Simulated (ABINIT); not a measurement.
## Mg3PbS (Pm-3m): zone-centre phonons

Which modes does Mg3PbS (Pm-3m) have at the zone centre?

Method: DFT LDA, scalar-relativistic, plane waves, HGH norm-conserving pseudopotentials, in ABINIT 10.8.3.

The structure was built from a prototype and need not be the compound's stable phase.

## Step 1: The structure

The structure is cubic, space group Pm-3m (No. 221). Conventional cell: a = 5.222 Å, b = 5.222 Å, c = 5.222 Å, α = 90.00°, β = 90.00°, γ = 90.00°. Pb has 12 Mg at 3.69 Å nearest. Nearest to S lie 6 Mg at 2.61 Å. Nearest to Mg lie 2 S at 2.61 Å. Farther neighbours and most contacts between anions are not listed.

## Step 2: A first look

A first run with smearing and empty bands tells whether the crystal has a gap, which decides between fixed occupations and smearing later on.

The input, probe.abi:

```
# ground state
tolvrs 1.0d-08
prtden 1
prtwf 1

# basis, mesh and filling
ecut 30.0
ixc 7
ngkpt 4 4 4
nshiftk 1
shiftk 0.0 0.0 0.0
istwfk *1
occopt 7
tsmear 0.005
nband 14
nstep 100
diemac 9.0
prtebands 0
prtgsr 0

# cell and atoms
acell 9.868905713 9.868905713 9.868905713
rprim 
    1.0 0.0 0.0
    0.0 1.0 0.0
    0.0 0.0 1.0
ntypat 3
znucl 82 16 12
natom 5
typat 1 2 3 3 3
xred 
    0.0 0.0 0.0
    0.5 0.5 0.5
    0.5 0.5 0.0
    0.5 0.0 0.5
    0.0 0.5 0.5
pp_dirpath "./pseudo"
pseudos "Pb.hgh, S.hgh, Mg.hgh"
```

Launch:

```
> OMP_NUM_THREADS=1 mpirun -n 4 abinit probe.abi > probe.log
```

Numbers of over 12 decimals in the logs are rounded to 6 here.

probe.abo, the main output file:

```text
[banners, grids, parts of the stress and lines that vanish by symmetry left out]
- input  file    -> probe.abi
- output file    -> probe.abo
- root for input  files -> probei
[...]
Symmetries : space group Pm -3 m (#221); Bravais cP (primitive cubic)
[...]
mpw =        7568          nfft =      125000          nkpt =          10
[...]
== DATASET  1 ==================================================================
[...]
cutoff_energies: {ecut:  30.0, pawecutdg:  -1.0, }
[...]
Exchange-correlation functional for the present dataset will be:
  LDA: Perdew-Wang 92 LSD fit to Ceperley-Alder data - ixc=7
[...]
ETOT  1  -16.479494019751    -1.648E+01 1.441E-02 8.829E+02
 ETOT  2  -16.573901869062    -9.441E-02 3.315E-03 2.914E+02
 ETOT  3  -16.619334871151    -4.543E-02 6.955E-04 6.793E+00
 ETOT  4  -16.620223993058    -8.891E-04 1.257E-04 1.051E-02
 ETOT  5  -16.620224901817    -9.088E-07 2.152E-04 5.102E-03
 ETOT  6  -16.620225558145    -6.563E-07 5.130E-05 2.954E-05
 ETOT  7  -16.620225563775    -5.630E-09 1.430E-04 1.655E-07
 ETOT  8  -16.620225563787    -1.262E-11 5.068E-05 8.958E-09
 At SCF step    8       vres2   =  8.96E-09 < tolvrs=  1.00E-08 =>converged.
[...]
sigma(1 1)=  2.57720035E-04  sigma(3 2)=  0.00000000E+00
  sigma(2 2)=  2.57720035E-04  sigma(3 1)=  0.00000000E+00
  sigma(3 3)=  2.57720035E-04  sigma(2 1)=  0.00000000E+00
[...]
convergence: {deltae: -1.262E-11, res2:  8.958E-09, residm:  5.068E-05, diffor: null, }
etotal    :  -1.66202256E+01
[...]
sigma(1 1)=  2.57720035E-04  sigma(3 2)=  0.00000000E+00
  sigma(2 2)=  2.57720035E-04  sigma(3 1)=  0.00000000E+00
  sigma(3 3)=  2.57720035E-04  sigma(2 1)=  0.00000000E+00
[...]
- sigma(1 1)=  7.58238520E+00  sigma(3 2)=  0.00000000E+00
- sigma(2 2)=  7.58238520E+00  sigma(3 1)=  0.00000000E+00
- sigma(3 3)=  7.58238520E+00  sigma(2 1)=  0.00000000E+00
[...]
fcart     -0.0000000000E+00 -0.0000000000E+00 -0.0000000000E+00
           strten      2.5772003478E-04  2.5772003478E-04  2.5772003478E-04
================================================================================

[key lines of the parts left out:]
pressure_GPa:  -7.5824E+00
```

The job ended after 9.2 s (4 MPI ranks of Arm Neoverse V1, shared host).

Numbers from this step:

```
volume per atom   : 28.49 Å³
pressure          : -7.582 GPa
gap on the k-mesh : 0 eV
```

No gap opens on this mesh, so smearing is kept; the printed pressure holds the stress of the finite basis too.

## Step 3: Rough relaxation

The typed start is rough, so a first relaxation with smearing and loose thresholds takes it towards rest cheaply.

The input, prerelax.abi:

```
# relaxation
ionmov 2
optcell 2
dilatmx 1.15
chkdilatmx 0
ntime 40
tolmxf 3.0d-04
tolvrs 1.0d-10
prtwf 0
prtden 0
chksymtnons 0

# basis, mesh and filling
ecut 31.0
ecutsm 3.0
ixc 7
ngkpt 4 4 4
nshiftk 1
shiftk 0.0 0.0 0.0
istwfk *1
occopt 7
tsmear 0.005
nband 14
nstep 100
diemac 1000000.0
prtebands 0
prtgsr 0

# cell and atoms
acell 9.868905713 9.868905713 9.868905713
rprim 
    1.0 0.0 0.0
    0.0 1.0 0.0
    0.0 0.0 1.0
ntypat 3
znucl 82 16 12
natom 5
typat 1 2 3 3 3
xred 
    0.0 0.0 0.0
    0.5 0.5 0.5
    0.5 0.5 0.0
    0.5 0.0 0.5
    0.0 0.5 0.5
pp_dirpath "./pseudo"
pseudos "Pb.hgh, S.hgh, Mg.hgh"
```

Launch:

```
> OMP_NUM_THREADS=1 mpirun -n 4 abinit prerelax.abi > prerelax.log
```

prerelax.abo, the main output file:

```text
[banners, grids, parts of the stress and lines that vanish by symmetry left out]
- input  file    -> prerelax.abi
- output file    -> prerelax.abo
- root for input  files -> prerelaxi
[...]
Symmetries : space group Pm -3 m (#221); Bravais cP (primitive cubic)
[...]
mpw =       12140          nfft =      216000          nkpt =          10
[...]
== DATASET  1 ==================================================================
[...]
cutoff_energies: {ecut:  31.0, pawecutdg:  -1.0, }
[...]
Exchange-correlation functional for the present dataset will be:
  LDA: Perdew-Wang 92 LSD fit to Ceperley-Alder data - ixc=7
[...]
ETOT  1  -16.475627164590    -1.648E+01 1.624E-02 1.566E+03
 ETOT  2  -16.597766365971    -1.221E-01 5.742E-03 2.170E+02
 ETOT  3  -16.619480021239    -2.171E-02 8.819E-04 9.498E+00
 ETOT  4  -16.620182979551    -7.030E-04 6.861E-04 7.288E-02
[...]
ETOT  7  -16.659319496576    -9.912E-13 3.540E-10 3.234E-11
 At SCF step    7       vres2   =  3.23E-11 < tolvrs=  1.00E-10 =>converged.
[...]
sigma(1 1)=  1.59505794E-07  sigma(3 2)=  0.00000000E+00
  sigma(2 2)=  1.59505794E-07  sigma(3 1)=  0.00000000E+00
  sigma(3 3)=  1.59505794E-07  sigma(2 1)=  0.00000000E+00
[...]
convergence: {deltae: -9.912E-13, res2:  3.234E-11, residm:  3.540E-10, diffor: null, }
etotal    :  -1.66593195E+01
[...]
At Broyd/MD step   7, gradients are converged :
[...]
sigma(1 1)=  1.59505794E-07  sigma(3 2)=  0.00000000E+00
  sigma(2 2)=  1.59505794E-07  sigma(3 1)=  0.00000000E+00
  sigma(3 3)=  1.59505794E-07  sigma(2 1)=  0.00000000E+00
[...]
- sigma(1 1)=  4.69282248E-03  sigma(3 2)=  0.00000000E+00
- sigma(2 2)=  4.69282248E-03  sigma(3 1)=  0.00000000E+00
- sigma(3 3)=  4.69282248E-03  sigma(2 1)=  0.00000000E+00
[...]
fcart     -0.0000000000E+00 -0.0000000000E+00 -0.0000000000E+00
           strten      1.5950579404E-07  1.5950579404E-07  1.5950579404E-07
================================================================================

[key lines of the parts left out:]
pressure_GPa:  -4.6928E-03
Total energy (etotal) [Ha]= -1.66593194965758E+01
```

It took 1.7 min on 4 MPI ranks.

Step by step:

| step | energy less that of the first step (eV) | largest force (eV/Å) | volume (Å³) |
| --- | --- | --- | --- |
| 1 | 0.0000 | 0.0000 | 142.43 |
| 2 | -0.1504 | 0.0000 | 139.18 |
| 3 | -0.4789 | 0.0000 | 89.65 |
| 4 | -0.9994 | 0.0000 | 114.03 |
| 5 | -1.0602 | 0.0000 | 108.60 |
| 6 | -1.0646 | 0.0000 | 106.42 |
| 7 | -1.0648 | 0.0000 | 106.81 |

| conventional cell, symmetrised | before | after | change |
| --- | --- | --- | --- |
| a (Å) | 5.222 | 4.745 | -9.1 % |
| b (Å) | 5.222 | 4.745 | -9.1 % |
| c (Å) | 5.222 | 4.745 | -9.1 % |
| volume (Å³/atom) | 28.49 | 21.36 | -25.0 % |

The relaxed structure:

```xyz
5
Lattice="4.7446 0.0000 0.0000 0.0000 4.7446 0.0000 0.0000 0.0000 4.7446" Properties=species:S:1:pos:R:3 pbc="T T T"
Pb    0.0000    0.0000    0.0000
S     2.3723    2.3723    2.3723
Mg    2.3723    2.3723    0.0000
Mg    2.3723    0.0000    2.3723
Mg    0.0000    2.3723    2.3723
```

Read from the output:

```yaml
volume_per_atom: 21.36 Å³
pressure: -0.004693 GPa
```

The volume changes by -25.0 % in this run and stands -25.0 % from the first cell.

## Step 4: Rough relaxation

The cell changed much, so the rough relaxation is repeated on a basis made for the new cell.

prerelax.abi, as its differences from that of step 3:

```diff
@@ -29,3 +29,3 @@
 # cell and atoms
-acell 9.868905713 9.868905713 9.868905713
+acell 8.966022078 8.966022078 8.966022078
 rprim
```

prerelax.abo, the main output file:

```text
[banners, grids, parts of the stress and lines that vanish by symmetry left out]
- input  file    -> prerelax.abi
- output file    -> prerelax.abo
- root for input  files -> prerelaxi
[...]
Symmetries : space group Pm -3 m (#221); Bravais cP (primitive cubic)
[...]
mpw =        9104          nfft =      157464          nkpt =          10
[...]
== DATASET  1 ==================================================================
[...]
cutoff_energies: {ecut:  31.0, pawecutdg:  -1.0, }
[...]
Exchange-correlation functional for the present dataset will be:
  LDA: Perdew-Wang 92 LSD fit to Ceperley-Alder data - ixc=7
[...]
ETOT  1  -16.535234400632    -1.654E+01 1.810E-02 1.145E+03
 ETOT  2  -16.650858057639    -1.156E-01 7.013E-03 6.346E+01
 ETOT  3  -16.659037082084    -8.179E-03 4.656E-04 3.670E+00
 ETOT  4  -16.659318448226    -2.814E-04 3.483E-04 1.702E-02
 ETOT  5  -16.659319383937    -9.357E-07 1.589E-04 1.572E-03
 ETOT  6  -16.659319502660    -1.187E-07 7.905E-05 1.090E-05
 ETOT  7  -16.659319503647    -9.873E-10 4.232E-05 1.413E-07
 ETOT  8  -16.659319503658    -1.062E-11 1.045E-05 1.546E-09
 ETOT  9  -16.659319503657     5.862E-13 6.725E-05 3.142E-11
 At SCF step    9       vres2   =  3.14E-11 < tolvrs=  1.00E-10 =>converged.
[...]
sigma(1 1)=  1.59403168E-07  sigma(3 2)=  0.00000000E+00
  sigma(2 2)=  1.59403168E-07  sigma(3 1)=  0.00000000E+00
  sigma(3 3)=  1.59403168E-07  sigma(2 1)=  0.00000000E+00
[...]
convergence: {deltae:  5.862E-13, res2:  3.142E-11, residm:  6.725E-05, diffor: null, }
etotal    :  -1.66593195E+01
[...]
At Broyd/MD step   1, gradients are converged :
[...]
sigma(1 1)=  1.59403168E-07  sigma(3 2)=  0.00000000E+00
  sigma(2 2)=  1.59403168E-07  sigma(3 1)=  0.00000000E+00
  sigma(3 3)=  1.59403168E-07  sigma(2 1)=  0.00000000E+00
[...]
- sigma(1 1)=  4.68980311E-03  sigma(3 2)=  0.00000000E+00
- sigma(2 2)=  4.68980311E-03  sigma(3 1)=  0.00000000E+00
- sigma(3 3)=  4.68980311E-03  sigma(2 1)=  0.00000000E+00
[...]
fcart     -0.0000000000E+00 -0.0000000000E+00 -0.0000000000E+00
           strten      1.5940316788E-07  1.5940316788E-07  1.5940316788E-07
================================================================================

[key lines of the parts left out:]
pressure_GPa:  -4.6898E-03
Total energy (etotal) [Ha]= -1.66593195036571E+01
```

It took 12 s on 4 MPI ranks; 48 s of CPU time.

Little changed from the start: no atom moved by 0.005 Å and no cell edge by 0.1 %.

This step gave:

- pressure: -0.004690 GPa

The volume changes by +0.0 % in this run and stands -25.0 % from the first cell.

## Step 5: Relaxation

The harmonic expansion needs vanishing forces, and a free crystal bears no stress, so cell and atoms are brought to rest. Stress is more sensitive to the basis than forces are: the last 3 Ha under the cutoff are smoothed with ecutsm, and the cutoff is raised above that of the later runs.

relax.abi, as its differences from prerelax.abi of step 4:

```diff
@@ -3,7 +3,6 @@
 optcell 2
-dilatmx 1.15
-chkdilatmx 0
+dilatmx 1.08
 ntime 40
-tolmxf 3.0d-04
-tolvrs 1.0d-10
+tolmxf 1.0d-05
+tolvrs 1.0d-14
 prtwf 0
@@ -13,6 +12,6 @@
 # basis, mesh and filling
-ecut 31.0
+ecut 38.0
 ecutsm 3.0
 ixc 7
-ngkpt 4 4 4
+ngkpt 6 6 6
 nshiftk 1
@@ -21,3 +20,3 @@
 occopt 7
-tsmear 0.005
+tsmear 0.01
 nband 14
```

Launch:

```
> OMP_NUM_THREADS=1 mpirun -n 4 abinit relax.abi > relax.log
```

relax.abo, the main output file:

```text
[banners, grids, parts of the stress and lines that vanish by symmetry left out]
- input  file    -> relax.abi
- output file    -> relax.abo
- root for input  files -> relaxi
[...]
Symmetries : space group Pm -3 m (#221); Bravais cP (primitive cubic)
[...]
mpw =       10192          nfft =      157464          nkpt =          20
[...]
== DATASET  1 ==================================================================
[...]
cutoff_energies: {ecut:  38.0, pawecutdg:  -1.0, }
[...]
Exchange-correlation functional for the present dataset will be:
  LDA: Perdew-Wang 92 LSD fit to Ceperley-Alder data - ixc=7
[...]
ETOT  1  -16.528898427170    -1.653E+01 2.521E-02 1.183E+03
 ETOT  2  -16.653317164626    -1.244E-01 8.571E-03 7.428E+01
 ETOT  3  -16.662538664899    -9.222E-03 7.047E-04 3.792E+00
 ETOT  4  -16.662827878105    -2.892E-04 2.590E-04 1.663E-02
 ETOT  5  -16.662828777798    -8.997E-07 2.983E-04 1.950E-03
[...]
At SCF step   11       vres2   =  2.55E-15 < tolvrs=  1.00E-14 =>converged.
[...]
sigma(1 1)= -7.71296954E-06  sigma(3 2)=  0.00000000E+00
  sigma(2 2)= -7.71296954E-06  sigma(3 1)=  0.00000000E+00
  sigma(3 3)= -7.71296954E-06  sigma(2 1)=  0.00000000E+00
[...]
convergence: {deltae: -2.132E-13, res2:  2.545E-15, residm:  1.321E-05, diffor: null, }
etotal    :  -1.66628289E+01
[...]
ETOT  1  -16.662829971640    -1.666E+01 8.062E-06 3.299E-02
[...]
At SCF step    9       vres2   =  8.55E-17 < tolvrs=  1.00E-14 =>converged.
[...]
sigma(1 1)= -6.59148776E-06  sigma(3 2)=  0.00000000E+00
  sigma(2 2)= -6.59148776E-06  sigma(3 1)=  0.00000000E+00
  sigma(3 3)= -6.59148776E-06  sigma(2 1)=  0.00000000E+00
[...]
convergence: {deltae: -1.776E-13, res2:  8.553E-17, residm:  2.406E-06, diffor: null, }
etotal    :  -1.66628325E+01
[...]
ETOT  1  -16.662753155128    -1.666E+01 3.921E-06 1.156E+00
[...]
ETOT  8  -16.662842299564     7.923E-13 8.065E-07 7.271E-13
 ETOT  9  -16.662842299565    -8.704E-13 6.773E-07 2.904E-15
 At SCF step    9       vres2   =  2.90E-15 < tolvrs=  1.00E-14 =>converged.
[...]
sigma(1 1)= -5.17773680E-08  sigma(3 2)=  0.00000000E+00
  sigma(2 2)= -5.17773680E-08  sigma(3 1)=  0.00000000E+00
  sigma(3 3)= -5.17773680E-08  sigma(2 1)=  0.00000000E+00
[...]
convergence: {deltae: -8.704E-13, res2:  2.904E-15, residm:  6.773E-07, diffor: null, }
etotal    :  -1.66628423E+01
[...]
At Broyd/MD step   3, gradients are converged :
[...]
sigma(1 1)= -5.17773680E-08  sigma(3 2)=  0.00000000E+00
  sigma(2 2)= -5.17773680E-08  sigma(3 1)=  0.00000000E+00
  sigma(3 3)= -5.17773680E-08  sigma(2 1)=  0.00000000E+00
[...]
- sigma(1 1)= -1.52334276E-03  sigma(3 2)=  0.00000000E+00
- sigma(2 2)= -1.52334276E-03  sigma(3 1)=  0.00000000E+00
- sigma(3 3)= -1.52334276E-03  sigma(2 1)=  0.00000000E+00
[...]
fcart     -0.0000000000E+00 -0.0000000000E+00 -0.0000000000E+00
           strten     -5.1777367992E-08 -5.1777367993E-08 -5.1777367992E-08
================================================================================

[key lines of the parts left out:]
pressure_GPa:   1.5233E-03
Total energy (etotal) [Ha]= -1.66628422995648E+01
```

Wall time 64 s (4 MPI ranks); 4.2 min of CPU time.

Relaxation path:

| step | energy less that of the first step (eV) | largest force (eV/Å) | volume (Å³) |
| --- | --- | --- | --- |
| 1 | 0.0000 | 0.0000 | 106.81 |
| 2 | -0.0001 | 0.0000 | 106.88 |
| 3 | -0.0004 | 0.0000 | 107.32 |

| conventional cell, symmetrised | before | after | change |
| --- | --- | --- | --- |
| a (Å) | 4.745 | 4.752 | +0.2 % |
| b (Å) | 4.745 | 4.752 | +0.2 % |
| c (Å) | 4.745 | 4.752 | +0.2 % |
| volume (Å³/atom) | 21.36 | 21.46 | +0.5 % |

Final coordinates:

```xyz
5
Lattice="4.7522 0.0000 0.0000 0.0000 4.7522 0.0000 0.0000 0.0000 4.7522" Properties=species:S:1:pos:R:3 pbc="T T T"
Pb    0.0000    0.0000    0.0000
S     2.3761    2.3761    2.3761
Mg    2.3761    2.3761    0.0000
Mg    2.3761    0.0000    2.3761
Mg    0.0000    2.3761    2.3761
```

Read from the output:

```yaml
volume_per_atom: 21.46 Å³
pressure: 0.001523 GPa
```

The volume changes by +0.5 % in this run and stands -24.7 % from the first cell.

## Step 6: Self-consistent run for the response

The response is built on these wavefunctions, so the potential is converged far more tightly than an energy would need. Smearing stays on, as the first look found no gap above 0.3 eV.

The input, gs.abi:

```
# ground state
tolvrs 1.0d-16
prtden 1
prtwf 1

# basis, mesh and filling
ecut 30.0
ixc 7
ngkpt 6 6 6
nshiftk 1
shiftk 0.0 0.0 0.0
istwfk *1
occopt 7
tsmear 0.01
nband 14
nstep 100
diemac 1000000.0
prtebands 0
prtgsr 0

# cell and atoms
acell 8.980348839 8.980348839 8.980348839
rprim 
    1.0 0.0 0.0
    0.0 1.0 0.0
    0.0 0.0 1.0
ntypat 3
znucl 82 16 12
natom 5
typat 1 2 3 3 3
xred 
    0.0 0.0 0.0
    0.5 0.5 0.5
    0.5 0.5 0.0
    0.5 0.0 0.5
    0.0 0.5 0.5
pp_dirpath "./pseudo"
pseudos "Pb.hgh, S.hgh, Mg.hgh"
```

Launch:

```
> OMP_NUM_THREADS=1 mpirun -n 4 abinit gs.abi > gs.log
```

gs.abo, the main output file:

```text
[banners, grids, parts of the stress and lines that vanish by symmetry left out]
- input  file    -> gs.abi
- output file    -> gs.abo
- root for input  files -> gsi
[...]
Symmetries : space group Pm -3 m (#221); Bravais cP (primitive cubic)
[...]
mpw =        5716          nfft =      110592          nkpt =          20
[...]
== DATASET  1 ==================================================================
[...]
cutoff_energies: {ecut:  30.0, pawecutdg:  -1.0, }
[...]
Exchange-correlation functional for the present dataset will be:
  LDA: Perdew-Wang 92 LSD fit to Ceperley-Alder data - ixc=7
[...]
ETOT  1  -16.536431553288    -1.654E+01 1.785E-02 8.263E+02
 ETOT  2  -16.652801732959    -1.164E-01 4.318E-03 5.260E+01
 ETOT  3  -16.662123439656    -9.322E-03 1.070E-03 2.711E+00
 ETOT  4  -16.662421540793    -2.981E-04 6.453E-04 1.549E-02
 ETOT  5  -16.662422721928    -1.181E-06 2.041E-04 1.220E-03
[...]
ETOT 11  -16.662422866975    -5.009E-13 5.687E-06 1.595E-15
 ETOT 12  -16.662422866975     3.553E-15 3.173E-06 8.542E-18
 At SCF step   12       vres2   =  8.54E-18 < tolvrs=  1.00E-16 =>converged.
[...]
sigma(1 1)=  2.69929583E-06  sigma(3 2)=  0.00000000E+00
  sigma(2 2)=  2.69929583E-06  sigma(3 1)=  0.00000000E+00
  sigma(3 3)=  2.69929583E-06  sigma(2 1)=  0.00000000E+00
[...]
convergence: {deltae:  3.553E-15, res2:  8.542E-18, residm:  3.173E-06, diffor: null, }
etotal    :  -1.66624229E+01
[...]
sigma(1 1)=  2.69929583E-06  sigma(3 2)=  0.00000000E+00
  sigma(2 2)=  2.69929583E-06  sigma(3 1)=  0.00000000E+00
  sigma(3 3)=  2.69929583E-06  sigma(2 1)=  0.00000000E+00
[...]
- sigma(1 1)=  7.94160251E-02  sigma(3 2)=  0.00000000E+00
- sigma(2 2)=  7.94160251E-02  sigma(3 1)=  0.00000000E+00
- sigma(3 3)=  7.94160251E-02  sigma(2 1)=  0.00000000E+00
[...]
fcart     -0.0000000000E+00 -0.0000000000E+00 -0.0000000000E+00
           strten      2.6992958274E-06  2.6992958274E-06  2.6992958274E-06
================================================================================

[key lines of the parts left out:]
pressure_GPa:  -7.9416E-02
```

Wall time 15 s (4 MPI ranks); 58 s of CPU time.

This step gave:

```
pressure : -0.07942 GPa
```

The cell stands at -0.079 GPa, close enough for phonons.

(Continued in part 2 of 4.)

[Host names and launcher messages were left out of these logs when they were recorded.]

[Logs are printed without paths, hosts, clocks, repeated set-up lines and the standing remarks that a program may print on its own settings, such as how far it seeks lower states.]

[Hosts, paths, dates, database ids (printed as entryN), source tags and the programs' standing remarks are cut or masked in the printed files.]
